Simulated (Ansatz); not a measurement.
# SnWO4 (Pnna): band gap by G0W0 on LDA, part 2 of 2

Wanted: the gap of SnWO4 (Pnna) with a many-body correction, and the time that it takes.

Ansatz 0.2.0; LDA, then G0W0 on it, plane waves, PAW. Known limits of the many-body steps: finite bands, screening cutoff and k mesh; no spin-orbit coupling in G0W0.

So far. Step 2 (Bands along the symmetry lines): Over mesh and path the gap is 1.350 eV, from k = (0.000, 0.000, 0.300) to k = Γ. The least direct gap found is 1.416 eV, at k = (0.000, 0.500, 0.100). On the 4×2×6 mesh alone the same run gives 1.365 eV, so that mesh misses an edge of LDA: 1.365 − 1.350 = +0.015 eV.

**3. The quasiparticle correction**

G0W0 replaces the xc potential by a self-energy built once from the orbitals of the start. Levels are corrected in the window of bands that the input names, at points of the mesh.

This step: G0W0 on LDA, plane waves, PAW.

The input, input.yaml:

```yaml
crystal:
  lattice:
    - [5.627, 0.0, 0.0]
    - [0.0, 11.6486, 0.0]
    - [0.0, 0.0, 4.9973]
  atoms:
    - { symbol: Sn, position: [0.25, 0.0, 0.2196] }
    - { symbol: Sn, position: [0.25, 0.5, 0.2804] }
    - { symbol: Sn, position: [0.75, 0.0, 0.7804] }
    - { symbol: Sn, position: [0.75, 0.5, 0.7196] }
    - { symbol: W, position: [0.6677, 0.25, 0.25] }
    - { symbol: W, position: [0.8323, 0.75, 0.25] }
    - { symbol: W, position: [0.3323, 0.75, 0.75] }
    - { symbol: W, position: [0.1677, 0.25, 0.75] }
    - { symbol: O, position: [0.3765, 0.2987, 0.9988] }
    - { symbol: O, position: [0.1235, 0.7013, 0.9988] }
    - { symbol: O, position: [0.3765, 0.2013, 0.5012] }
    - { symbol: O, position: [0.1235, 0.7987, 0.5012] }
    - { symbol: O, position: [0.6235, 0.7013, 0.0012] }
    - { symbol: O, position: [0.8765, 0.2987, 0.0012] }
    - { symbol: O, position: [0.6235, 0.7987, 0.4988] }
    - { symbol: O, position: [0.8765, 0.2013, 0.4988] }
    - { symbol: O, position: [0.1019, 0.3961, 0.6037] }
    - { symbol: O, position: [0.3981, 0.6039, 0.6037] }
    - { symbol: O, position: [0.1019, 0.1039, 0.8963] }
    - { symbol: O, position: [0.3981, 0.8961, 0.8963] }
    - { symbol: O, position: [0.8981, 0.6039, 0.3963] }
    - { symbol: O, position: [0.6019, 0.3961, 0.3963] }
    - { symbol: O, position: [0.8981, 0.8961, 0.1037] }
    - { symbol: O, position: [0.6019, 0.1039, 0.1037] }
kpoints:
  mp_grid: { grid: [4, 2, 4] }
hamiltonian:
  xc: lda
  pseudopotentials: { kind: paw, source: ansatz }
scf:
  occupations: { method: fixed }
gw:
  n_empty_bands: 1505
  ecut_chi: 160.0
  qp_bands: [v4, c4]
  qp_kpoints: band_edges
  screening: { model: contour_deformation }
```

Command:

```bash
$ ansatz run input.yaml --threads 16 --pin off --max-ram 92160MiB --backend cuda --events-out ev --progress --plain --runs-dir out --devices 1 --max-vram 157GiB
```

Numbers of over 12 decimals in the logs are rounded to 6 here.

The program printed:

```text
GPUs: using 1 of 1 available (devices: 1).
[...]
Crystal: 24 atoms, lattice volume = 327.556 Å³
Basis set: ecut = 930 eV, 21159 PW (Γ)
Bands: 178, of which v1, the nominal top of the filled ones, is band 148 counted from 1 (147 counted from 0)
Symmetry: 8 space group operations
[...]
k-points: 18 of 32
[...]
SCF iter   1: F=—  HF=-117727.365054 eV  |F-HF|=—  |Δ(HF+E_count)|=         —  Δρ=9.69e-2  dr2=5.11e1  ethr=3.10e-3  ⟨swp⟩=5.0  Hψ=10886  notcnv=0  defer=491
[...]
SCF iter   6: F=—  HF=-117711.809898 eV  |F-HF|=—  |Δ(HF+E_count)|=   5.35e-3  Δρ=1.35e-3  dr2=6.85e-3  ethr=1.14e-5  ⟨swp⟩=2.1  Hψ=4084  notcnv=0  defer=502
[...]
SCF iter   9: F=—  HF=-117711.809138 eV  |F-HF|=—  |Δ(HF+E_count)|=   1.41e-5  Δρ=4.61e-5  dr2=5.56e-6  ethr=5.44e-8  ⟨swp⟩=2.0  Hψ=4219  notcnv=0  defer=463
[...]
SCF iter  11: F=-117711.809138 eV  HF=-117711.809138 eV  |F-HF|=5.81e-9  |Δ(HF+E_count)|=   3.89e-8  Δρ=3.27e-6  dr2=2.05e-8  ethr=3.38e-11  ⟨swp⟩=12.7  Hψ=15422  notcnv=0
SCF 1 converged in 11 iterations: F = -117711.809138 eV  dr2 = 2.05e-8
[...]
SCF converged after 11 iterations
[...]
9   152     12.5651   -15.3900    -4.2913   -20.4945  0.7512    13.3933    13.3783  root
    10   145      9.5399   -21.0328     2.2616   -18.4327  0.7441     9.1990     9.2015  root
    10   146      9.5399   -21.0328     2.2616   -18.4327  0.7441     9.1990     9.2015  root
    10   147     10.1801   -20.7208     1.8063   -18.6378  0.7512     9.9021     9.9034  root
    10   148     10.1801   -20.7208     1.8063   -18.6378  0.7512     9.9021     9.9034  root
    10   149     12.3003   -15.7949    -4.4694   -21.1275  0.7499    13.1813    13.1635  root
    10   150     12.3003   -15.7949    -4.4694   -21.1275  0.7499    13.1813    13.1635  root
    10   151     12.5861   -15.8452    -4.3365   -21.0175  0.7477    13.4386    13.4219  root
    10   152     12.5861   -15.8452    -4.3365   -21.0175  0.7477    13.4386    13.4219  root
    11   145      9.8245   -20.4445     1.9661   -18.1641  0.7483     9.5083     9.5102  root
    11   146      9.8245   -20.4445     1.9661   -18.1641  0.7483     9.5083     9.5102  root
    11   147     10.0406   -21.0349     1.8986   -18.8428  0.7505     9.7456     9.7472  root
    11   148     10.0406   -21.0349     1.8986   -18.8428  0.7505     9.7456     9.7472  root
    11   149     12.3417   -15.5266    -4.4684   -20.8507  0.7549    13.2137    13.1975  root
    11   150     12.3417   -15.5266    -4.4684   -20.8507  0.7549    13.2137    13.1975  root
    11   151     12.5957   -15.8201    -4.4493   -21.1210  0.7468    13.4656    13.4473  root
    11   152     12.5957   -15.8201    -4.4493   -21.1210  0.7468    13.4656    13.4473  root
    12   145      9.7351   -21.4832     2.2575   -18.9186  0.7441     9.4261     9.4280  root
    12   146      9.7351   -21.4832     2.2575   -18.9186  0.7441     9.4261     9.4280  root
    12   147      9.7983   -20.7713     2.1576   -18.2933  0.7455     9.4758     9.4779  root
    12   148      9.7983   -20.7713     2.1576   -18.2933  0.7455     9.4758     9.4779  root
    12   149     12.5211   -14.6281    -4.4708   -19.9037  0.7565    13.3409    13.3259  root
    12   150     12.5211   -14.6281    -4.4708   -19.9037  0.7565    13.3409    13.3259  root
    12   151     12.7775   -15.5105    -4.7593   -21.1265  0.7427    13.6565    13.6343  root
    12   152     12.7775   -15.5105    -4.7593   -21.1265  0.7427    13.6565    13.6343  root
    13   145      9.7081   -20.6936     2.0965   -18.2673  0.7459     9.3760     9.3783  root
    13   146      9.7081   -20.6936     2.0965   -18.2673  0.7459     9.3760     9.3783  root
    13   147     10.1264   -21.1883     2.0790   -18.8083  0.7490     9.8238     9.8254  root
    13   148     10.1264   -21.1883     2.0790   -18.8083  0.7490     9.8238     9.8254  root
    13   149     12.3032   -14.9363    -4.3746   -20.1312  0.7596    13.1374    13.1235  root
    13   150     12.3032   -14.9363    -4.3746   -20.1312  0.7596    13.1374    13.1235  root
    13   151     12.7552   -16.1878    -4.4866   -21.5335  0.7408    13.6353    13.6143  root
    13   152     12.7552   -16.1878    -4.4866   -21.5335  0.7408    13.6353    13.6143  root
    14   145      9.7951   -20.4008     1.9338   -18.1486  0.7486     9.4747     9.4767  root
    14   146      9.7951   -20.4008     1.9338   -18.1486  0.7486     9.4747     9.4767  root
    14   147     10.2462   -21.0406     1.8963   -18.8619  0.7513     9.9625     9.9639  root
    14   148     10.2462   -21.0406     1.8963   -18.8619  0.7513     9.9625     9.9639  root
    14   149     12.2518   -15.2979    -4.3119   -20.4317  0.7572    13.0874    13.0736  root
    14   150     12.2518   -15.2979    -4.3119   -20.4317  0.7572    13.0874    13.0736  root
    14   151     12.6444   -16.5978    -4.2938   -21.7552  0.7416    13.5272    13.5080  root
[...]
16   149     12.5178   -15.6144    -4.3868   -20.8316  0.7508    13.3643    13.3482  root
    16   150     12.5178   -15.6144    -4.3868   -20.8316  0.7508    13.3643    13.3482  root
    16   151     12.6304   -16.0037    -4.3801   -21.2342  0.7462    13.4989    13.4808  root
    16   152     12.6304   -16.0037    -4.3801   -21.2342  0.7462    13.4989    13.4808  root
    17   145      9.7832   -19.7747     1.7740   -17.6776  0.7513     9.4580     9.4602  root
    17   146      9.7832   -19.7747     1.7740   -17.6776  0.7513     9.4580     9.4602  root
    17   147     10.1196   -21.1340     1.9286   -18.9215  0.7494     9.8343     9.8357  root
    17   148     10.1196   -21.1340     1.9286   -18.9215  0.7494     9.8343     9.8357  root
    17   149     12.2818   -15.6364    -4.3592   -20.8391  0.7552    13.1403    13.1252  root
    17   150     12.2818   -15.6364    -4.3592   -20.8391  0.7552    13.1403    13.1252  root
    17   151     12.6020   -16.2292    -4.2901   -21.3711  0.7441    13.4719    13.4539  root
    17   152     12.6020   -16.2292    -4.2901   -21.3711  0.7441    13.4719    13.4539  root
```

It took 4.6 min on 1 × NVIDIA GB200 with 16 threads of Arm Neoverse V2, shared host; peak memory 19 GiB.

Numbers from this step:

| Item | Value |
| --- | --- |
| bands summed | 1653 |
| RPA ε∞ on this mesh (eigenvalues) | 6.318, 6.536, 7.761 |
| plane waves in the screening matrix | 1517 |
| q-points in the mesh | 32 |
| G0W0 gap over the corrected points | 2.498 eV |
| k of the valence top | 0, 0, 0.25 |
| k of the conduction bottom | 0, 0, 0 |
| starting gap on the mesh | 1.357 eV |
| Z at the valence top | 0.7552 |
| Z at the conduction bottom | 0.7578 |
| least direct G0W0 gap over the corrected points | 2.554 eV |

Over 17 of 18 irreducible mesh points the G0W0 gap is 2.498 eV, from k = (0.000, 0.000, 0.250) to k = Γ. The LDA gap of this run on the mesh is 1.357 eV. The two states that bound the G0W0 gap lie that far apart at the start, so the correction of the gap is 2.498 − 1.357 = +1.141 eV. The start of this run differs from the step before in mesh (4×2×6 and 4×2×4), files (soft_2 PAW and hard PAW) and plane-wave cutoff (420 eV and 930 eV).

Labels follow the order of the start: v1 is the top filled band, c1 the lowest empty one; levels that stay degenerate share a row, the window can cut a multiplet, doubted levels are not marked in this list, bands outside the window were not corrected, and the list may be a part of the corrected levels. The levels before and after the correction (eV, zero at the valence-band top of each column):

|  | conduction bottom | valence top |
| --- | --- | --- |
| Kohn-Sham | 1.36 | 0.00 |
| G0W0 | 2.50 | 0.00 |

|  | level | occupation | energy (eV) |
| --- | --- | --- | --- |
| Kohn-Sham | Γ v3 | 2 | -0.501 |
| Kohn-Sham | Γ v2 | 2 | -0.173 |
| Kohn-Sham | Γ v1 | 2 | -0.106 |
| Kohn-Sham | Γ c1 | 0 | 1.357 |
| Kohn-Sham | Γ c2 | 0 | 1.396 |
| Kohn-Sham | Γ c3 | 0 | 2.183 |
| Kohn-Sham | (0 0 0.25) v3 | 2 | -0.733 |
| Kohn-Sham | (0 0 0.25) v2 | 2 | -0.170 |
| Kohn-Sham | (0 0 0.25) v1 | 2 | 0.000 |
| Kohn-Sham | (0 0 0.25) c1 | 0 | 1.529 |
| Kohn-Sham | (0 0 0.25) c2 | 0 | 1.554 |
| Kohn-Sham | (0 0 0.25) c3 | 0 | 2.162 |
| G0W0 | Γ v3 | 2 | -0.570 |
| G0W0 | Γ v2 | 2 | -0.139 |
| G0W0 | Γ v1 | 2 | -0.090 |
| G0W0 | Γ c1 | 0 | 2.498 |
| G0W0 | Γ c2 | 0 | 2.534 |
| G0W0 | Γ c3 | 0 | 3.277 |
| G0W0 | (0 0 0.25) v3 | 2 | -0.783 |
| G0W0 | (0 0 0.25) v2 | 2 | -0.171 |
| G0W0 | (0 0 0.25) v1 | 2 | 0.000 |
| G0W0 | (0 0 0.25) c1 | 0 | 2.675 |
| G0W0 | (0 0 0.25) c2 | 0 | 2.686 |
| G0W0 | (0 0 0.25) c3 | 0 | 3.260 |

The parts of the quasiparticle energy for the two states that bound the G0W0 gap, in eV on the run's own scale (QP = start + Σx + Σc − Vxc, with Σc at the quasiparticle energy):

| edge | k | band | start | Σx | Σc | Vxc | Z | QP |
| --- | --- | --- | --- | --- | --- | --- | --- | --- |
| valence top | (0.000, 0.000, 0.250) | 148 | 10.368 | −20.635 | 1.666 | −18.702 | 0.755 | 10.102 |
| conduction bottom | Γ | 149 | 11.725 | −15.603 | −4.328 | −20.805 | 0.758 | 12.600 |

**4. Spin-orbit coupling in LDA**

This run has two-component orbitals with spin-orbit coupling.

This step: DFT, LDA with spin-orbit coupling, plane waves, PAW.

Edit input.yaml of step 3 so:

```diff
@@ -31,13 +31,25 @@
 kpoints:
-  mp_grid: { grid: [4, 2, 4] }
+  mp_grid: { grid: [4, 2, 6] }
+  band_path:
+    path:
+      - [0.0, 0.0, 0.0]
+      - [0.5, 0.0, 0.0]
+      - [0.5, 0.5, 0.0]
+      - [0.0, 0.5, 0.0]
+      - [0.0, 0.0, 0.5]
+      - [0.5, 0.0, 0.5]
+      - [0.5, 0.5, 0.5]
+      - [0.0, 0.5, 0.5]
+      - [0.0, 0.0, 0.3]
+      - [0.0, 0.5, 0.1]
+    npoints: 1
 hamiltonian:
   xc: lda
-  pseudopotentials: { kind: paw, source: ansatz }
 scf:
   occupations: { method: fixed }
-gw:
-  n_empty_bands: 1505
-  ecut_chi: 160.0
-  qp_bands: [v4, c4]
-  qp_kpoints: band_edges
-  screening: { model: contour_deformation }
+  n_extra_bands: 24
+magnetization:
+  noncollinear: true
+  spin_orbit: true
+output:
+  eigenvalues: true
```

The program printed:

```text
[...]
GPUs: using 1 of 1 available (devices: 1).
[...]
non-collinear run that drives no moment, with spin-orbit: no starting moment large enough to seed its density (crystal.atoms[].spin), no starting occupations that ask for one, no magnetisation constraint and no magnetic field, so the semilocal B_xc is pinned to zero
[...]
Crystal: 24 atoms, lattice volume = 327.556 Å³
Basis set: ecut = 420 eV, 6429 PW (Γ)
Bands: 232, of which v1, the nominal top of the filled ones, is band 208 counted from 1 (207 counted from 0)
Symmetry: 8 space group operations + 8 with time reversal
[...]
k-points: 24 of 48
Projection manifold: j_resolved (fully-relativistic pseudo-atomic orbitals)
[...]
SCF iter   1: F=—  HF=-73040.890907 eV  |F-HF|=—  |Δ(HF+E_count)|=         —  Δρ=9.04e-2  dr2=4.06e1  dr2_m=0.00e0 (ungated)  ethr=3.10e-3  |M|=0.00e0 ∫|m|=0.00e0 μB  |m|>n=0.0e0 m-floor=0.0e0 τ_xc=0.0e0  β_m=0.30  ⟨swp⟩=5.0  Hψ=12186  notcnv=0  defer=424
[...]
spin=Noncollinear: Resta preconditioning applied to the charge; magnetization (m_x, m_y, m_z) channels mix plain (no charge-response kernel on spin).
SCF iter   2: F=—  HF=-73032.960985 eV  |F-HF|=—  |Δ(HF+E_count)|=    7.93e0  Δρ=4.55e-2  dr2=9.99e0  dr2_m=0.00e0 (ungated)  ethr=3.10e-3  |M|=0.00e0 ∫|m|=0.00e0 μB  |m|>n=0.0e0 m-floor=0.0e0 τ_xc=0.0e0  β_m=0.41  ⟨swp⟩=3.0  Hψ=4963  notcnv=0  defer=434
[...]
SCF iter   4: F=—  HF=-73030.094635 eV  |F-HF|=—  |Δ(HF+E_count)|=   4.23e-1  Δρ=6.28e-3  dr2=1.94e-1  dr2_m=0.00e0 (ungated)  ethr=6.34e-4  |M|=0.00e0 ∫|m|=0.00e0 μB  |m|>n=0.0e0 m-floor=0.0e0 τ_xc=0.0e0  β_m=0.62  ⟨swp⟩=3.0  Hψ=5442  notcnv=0  defer=474
[...]
SCF 1 converged in 11 iterations: F = -73030.037086 eV  dr2 = 6.89e-9
[...]
SCF converged after 11 iterations
[...]
```

The job ended after 3.6 s (1 × NVIDIA GB200 with 16 threads; peak memory 2 GiB).

This step gave:

```yaml
gap: 1.316 eV
valence_top_at: k = (0.000, 0.000, 0.300)
conduction_bottom_at: k = (0.000, 0.500, 0.100)
least_direct_gap: 1.353 eV
```

Over mesh and listed points the gap is 1.316 eV, from k = (0.000, 0.000, 0.300) to k = (0.000, 0.500, 0.100). The least direct gap found is 1.353 eV, at k = (0.000, 0.500, 0.100). On the 4×2×6 mesh alone the same run gives 1.343 eV, so that mesh misses an edge of LDA+SOC: 1.343 − 1.316 = +0.027 eV. LDA+SOC against LDA: 1.316 − 1.350 = −0.034 eV. Mesh, set of files and cutoff are the same, but the conduction bottom lies at another k point, so this need not be the shift of one pair of states. The spin-orbit run sees mesh and listed points alone, so its gap is an upper bound: the coupling can move an edge off these points, and the change over the zone, its sign included where it is small, is not known.

**5. Side by side**

Each gap is the least one over the points named; times are wall times on shared hosts, not benchmarks. A G0W0 time includes the run's own self-consistent start. Runs with listed points see these and the mesh alone, so an edge that moves elsewhere is missed. Rows marked * are further runs, not shown as steps, whose inputs differ from the G0W0 step on the same start in the columns given; solver thresholds can differ too.

| level | mesh | files, cutoff | bands summed, screening | points | gap (eV) | valence top | conduction bottom | least direct gap (eV) | time |
| --- | --- | --- | --- | --- | --- | --- | --- | --- | --- |
| LDA | 4×2×6 | soft_2 PAW, 420 eV | - | mesh and path | 1.350 | (0.000, 0.000, 0.300) | Γ | 1.416 | 2.9 s |
| LDA+SOC | 4×2×6 | soft_2 PAW, 420 eV | - | mesh and listed points | 1.316 | (0.000, 0.000, 0.300) | (0.000, 0.500, 0.100) | 1.353 | 3.6 s |
| G0W0@LDA* | 4×2×4 | hard PAW, 930 eV | 891, 100 eV | 17 of 18 irreducible mesh points | 2.508 | (0.000, 0.000, 0.250) | Γ | 2.569 | 2.1 min |
| G0W0@LDA | 4×2×4 | hard PAW, 930 eV | 1653, 160 eV | 17 of 18 irreducible mesh points | 2.498 | (0.000, 0.000, 0.250) | Γ | 2.554 | 4.6 min |

**6. Results**

```yaml
lda_gap_over_mesh_and_path: 1.350 eV, from k = (0.000, 0.000, 0.300) to k = Γ
g0w0_lda_gap_over_17_of_18_irreducible_mesh_points: 2.498 eV, from k = (0.000, 0.000, 0.250) to k = Γ
lda_soc_gap_over_mesh_and_listed_points: 1.316 eV
gw_settings: 4×2×4 mesh, 1505 empty bands, screening to 160 eV, hard PAW files
known_limits: finite bands, screening cutoff and k mesh; no spin-orbit coupling in G0W0
```

**Reading.** Over 17 of 18 irreducible mesh points the G0W0 gap is 2.498 eV, from k = (0.000, 0.000, 0.250) to k = Γ. The LDA gap of this run on the mesh is 1.357 eV. The two states that bound the G0W0 gap lie that far apart at the start, so the correction of the gap is 2.498 − 1.357 = +1.141 eV. The valence state moves by 10.102 − 10.368 = −0.266 eV and the conduction state by 12.600 − 11.725 = +0.875 eV, on the run's own scale; with 891 bands the edge states move by −0.037 and +1.114 eV, so the split between the edges depends on the bands and cutoff. Over mesh and path, LDA puts the valence top at k = (0.000, 0.000, 0.300), where no G0W0 correction was computed. The G0W0 gap over the whole zone is therefore not known from this run; at its settings it can only be equal to or under the 2.498 eV found, and no correction is carried over from another point. For the start itself the gap is 1.350 eV over mesh and path and 1.357 eV on the mesh of the G0W0 run, in runs that differ in mesh (4×2×6 and 4×2×4), files (soft_2 PAW and hard PAW) and plane-wave cutoff (420 eV and 930 eV). From 891 bands and 100 eV to 1653 bands and 160 eV the gap moves by 2.498 − 2.508 = −0.010 eV; bands and screening cutoff rise together, so their parts are not told apart. Two runs can't test a law of convergence, so the limit is not known. LDA+SOC against LDA: 1.316 − 1.350 = −0.034 eV. Mesh, set of files and cutoff are the same, but the conduction bottom lies at another k point, so this need not be the shift of one pair of states. The spin-orbit run sees mesh and listed points alone, so its gap is an upper bound: the coupling can move an edge off these points, and the change over the zone, its sign included where it is small, is not known. What spin-orbit coupling does to the G0W0 levels was not computed, so no sum with the G0W0 gap is formed. The G0W0 runs are scalar-relativistic. No pair of G0W0 runs that differ in the mesh alone is shown (4×2×4 is a supercell whose nearest images lie 20 Å apart), so the error from the mesh is not known here. G0W0 is shown with one set of atomic data (hard PAW), so the error from the files is not known here.

[Paths, hosts, dates, memory and timing lines, banners, echoed tables and standing remarks are left out of the program output.]

[Logs are printed without paths, hosts, clocks, repeated set-up lines and the standing remarks that a program may print on its own settings, such as how far it seeks lower states.]

[Runs of the session that timed out or met a known fault of the program may be left out.]

[Cells called generated may have been cut or substituted from an entry of the Crystallography Open Database or the Materials Project.]

[Hosts, paths, dates, database ids (printed as entryN), source tags and the programs' standing remarks are cut or masked in the printed files.]

[Where an RPA ε∞ is given, it is that of the G0W0 mesh and is not shown converged in it. Names of k-points follow the symmetry that the program found, which can be lower than the space group named. Band edges on a path are those of the sampled points; other points can move an edge, and change direct to indirect where valleys lie close.]

[Hybrid gaps are those of their k-mesh and are not shown converged in it.]
